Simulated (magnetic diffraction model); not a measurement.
## Cs2LiFeBr6: what an assumed order does to the neutron pattern

Space group Fm-3m (no. 225), a = 11.1430 Å.

```csv
site,atom,x,y,z
8c,Cs,1/4,3/4,3/4
24e,Br,0,0,0.7564
4a,Fe,0,0,0
4b,Li,1/2,0,0
```

This is a made-up structure (elements placed in a structure type, unrelaxed), so the numbers test the method and describe no known phase.

Only Fe is taken to order (form factors of Fe3+); orders and moment sizes are assumed, and not adapted to the symmetry. Radiation: neutrons of λ = 2.41 Å, 8° to 100°; isotropic B of 0.51 Å² (Cs), 0.74 Å² (Br), 0.59 Å² (Fe) and 0.9 Å² (Li). The intensities are simulated: I ∝ L Σ (|F_N|² + |F_M⊥|²) for unpolarised neutrons, with F_M = 2.695 fm/μB × Σ f(s) S exp(2πi Q·r) exp(−B s²) at Q = H ± k (one set where k and −k are equivalent), only the part normal to Q counting and L = 1/(sin²θ cos θ). For collinear order S is the moment m, which repeats by lattice and centring translations R with the sign exp(−2πi k·R). Form factors are spin-only for 3d ions and dipole or tabulated for f ions, scattering lengths are Sears's of 1992, and absorption is left out. A label names one of the reflections at its angle. The strongest nuclear line in the range is 100, and lines under 0.2 are left out.

Assume the order k = (1/2 1/2 1/2), collinear moments along [001], 4.74 μB on Fe.

Q: Where does magnetic intensity appear, and how strong is it?

```tsv
2θ (°)	index	nuclear	magnetic
10.75	(1/2 1/2 1/2)	0.0	18.8
20.66	(1/2 1/2 -3/2)	0.0	14.5
21.59	(1 1 1)	30.2	0.0
24.98	(2 0 0)	10.8	0.0
27.26	(3/2 3/2 -1/2)	0.0	7.9
32.63	(5/2 1/2 1/2)	0.0	7.0
35.62	(2 2 0)	2.5	0.0
37.31	(5/2 1/2 -3/2)	0.0	7.7
41.53	(3/2 3/2 -5/2)	0.0	3.0
42.04	(3 1 1)	17.6	0.0
44.00	(2 2 2)	89.1	0.0
45.43	(5/2 5/2 1/2)	0.0	4.7
49.08	(7/2 3/2 -1/2)	0.0	5.8
51.26	(4 0 0)	92.1	0.0
52.54	(7/2 3/2 3/2)	0.0	1.6
55.84	(5/2 5/2 5/2)	0.0	3.2
56.25	(3 3 1)	6.8	0.0
57.84	(4 2 0)	8.8	0.0
59.02	(9/2 1/2 1/2)	0.0	3.5
62.10	(9/2 1/2 -3/2)	0.0	2.0
63.98	(4 2 2)	1.8	0.0
65.09	(7/2 7/2 -1/2)	0.0	2.7
68.02	(9/2 5/2 1/2)	0.0	2.3
68.38	(5 1 1)	16.2	0.0
70.88	(9/2 5/2 -3/2)	0.0	1.4
73.69	(7/2 7/2 -5/2)	0.0	1.2
75.43	(4 4 0)	100.0	0.0
76.47	(9/2 5/2 5/2)	0.0	2.8
79.21	(11/2 3/2 3/2)	0.0	1.5
79.55	(5 3 1)	18.2	0.0
80.91	(6 0 0)	6.6	0.0
81.92	(7/2 7/2 7/2)	0.0	1.1
84.62	(11/2 3/2 -5/2)	0.0	1.6
86.30	(6 2 0)	1.5	0.0
87.31	(9/2 9/2 1/2)	0.0	0.4
89.99	(13/2 1/2 1/2)	0.0	1.7
90.33	(5 3 3)	5.5	0.0
91.67	(6 2 2)	87.0	0.0
92.67	(11/2 7/2 3/2)	0.0	1.6
95.36	(9/2 9/2 5/2)	0.0	0.6
97.05	(4 4 4)	50.5	0.0
98.06	(13/2 5/2 1/2)	0.0	1.1
```

The strongest magnetic line in the range is (1/2 1/2 1/2) at 10.75° (18.8). On top of the Lorentz factor, which all lines share, magnetic lines fade with angle because f falls: for Fe3+ it is 0.92, 0.72, 0.50 and 0.17 at sin θ/λ = 0.1, 0.2, 0.3 and 0.5 Å⁻¹, while nuclear lengths stay constant. The order has no net moment.

[Logs are printed without paths, hosts, clocks, repeated set-up lines and the standing remarks that a program may print on its own settings, such as how far it seeks lower states.]
